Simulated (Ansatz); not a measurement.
Planning a run of Ansatz 0.2.0 on Ge7H2 (hydrogen-terminated (110) film, 7 layers). The input:

```yaml
crystal:
  lattice:
    - [4.000810168, 0.0, 0.0]
    - [0.0, 5.658, 0.0]
    - [0.0, 0.0, 52.2]
  atoms:
    - { symbol: Ge, position: [0.0, 0.002935227, 0.3854004687] }
    - { symbol: Ge, position: [0.0, 0.7500073154, 0.423252716] }
    - { symbol: Ge, position: [0.5, 0.4999926846, 0.423252716] }
    - { symbol: Ge, position: [0.5, 0.247064773, 0.3854004687] }
    - { symbol: Ge, position: [0.0, -0.0002189843, 0.4615857768] }
    - { symbol: Ge, position: [0.0, 0.7502259622, 0.5] }
    - { symbol: Ge, position: [0.5, 0.4997740378, 0.5] }
    - { symbol: Ge, position: [0.5, 0.2502189843, 0.4615857768] }
    - { symbol: Ge, position: [0.0, -0.0002189843, 0.5384142232] }
    - { symbol: Ge, position: [0.0, 0.7500073154, 0.576747284] }
    - { symbol: Ge, position: [0.5, 0.4999926846, 0.576747284] }
    - { symbol: Ge, position: [0.5, 0.2502189843, 0.5384142232] }
    - { symbol: Ge, position: [0.0, 0.002935227, 0.6145995313] }
    - { symbol: Ge, position: [0.5, 0.247064773, 0.6145995313] }
    - { symbol: H, position: [0.0, 0.8436491525, 0.3611881682] }
    - { symbol: H, position: [0.5, 0.4063508475, 0.3611881682] }
    - { symbol: H, position: [0.0, 0.8436491525, 0.6388118318] }
    - { symbol: H, position: [0.5, 0.4063508475, 0.6388118318] }
  periodic: [true, true, false]
kpoints:
  mp_grid: { grid: [4, 4, 1] }
hamiltonian:
  xc: pbesol
  pseudopotentials: { kind: paw, azcp: { folder: soft_1 }, xc_functional: pbe }
scf:
  occupations: { method: fixed }
  convergence: { dr2_threshold: 1.0e-10 }
gw:
  n_empty_bands: 1742
  ecut_chi: 75.0
  qp_bands: [v4, c4]
  qp_kpoints: band_edges
  screening: { model: contour_deformation }
```

```sh
ansatz run input.yaml --threads 3 --pin off --max-ram 92160MiB --backend cuda --events-out ev --progress --plain --runs-dir out --devices 1 --max-vram 13GiB
```

Question: How long will it take on 1 × NVIDIA H100 80GB HBM3 (shared by 6 runs) with 3 threads of AMD EPYC 7R13 (Zen 3), shared host, and how much memory?

It took 4 min; on shared hardware allow 2 min to 7.9 min. Peak host memory was 12 GiB. The sizes that set the cost: 23197 plane waves a state, 9 irreducible k points, 1842 bands summed, 1695 plane waves in the screening and 13 SCF cycles.

The screening grows as filled bands × empty bands × pairs of k points, times the square of the screening basis for the matrix.

[Paths, hosts, dates, memory and timing lines, banners, echoed tables and standing remarks are left out of the program output.]

[Logs are printed without paths, hosts, clocks, repeated set-up lines and the standing remarks that a program may print on its own settings, such as how far it seeks lower states.]

[Runs of the session that timed out or met a known fault of the program may be left out.]

[Cells called generated may have been cut or substituted from an entry of the Crystallography Open Database or the Materials Project.]

[Hosts, paths, dates, database ids (printed as entryN), source tags and the programs' standing remarks are cut or masked in the printed files.]
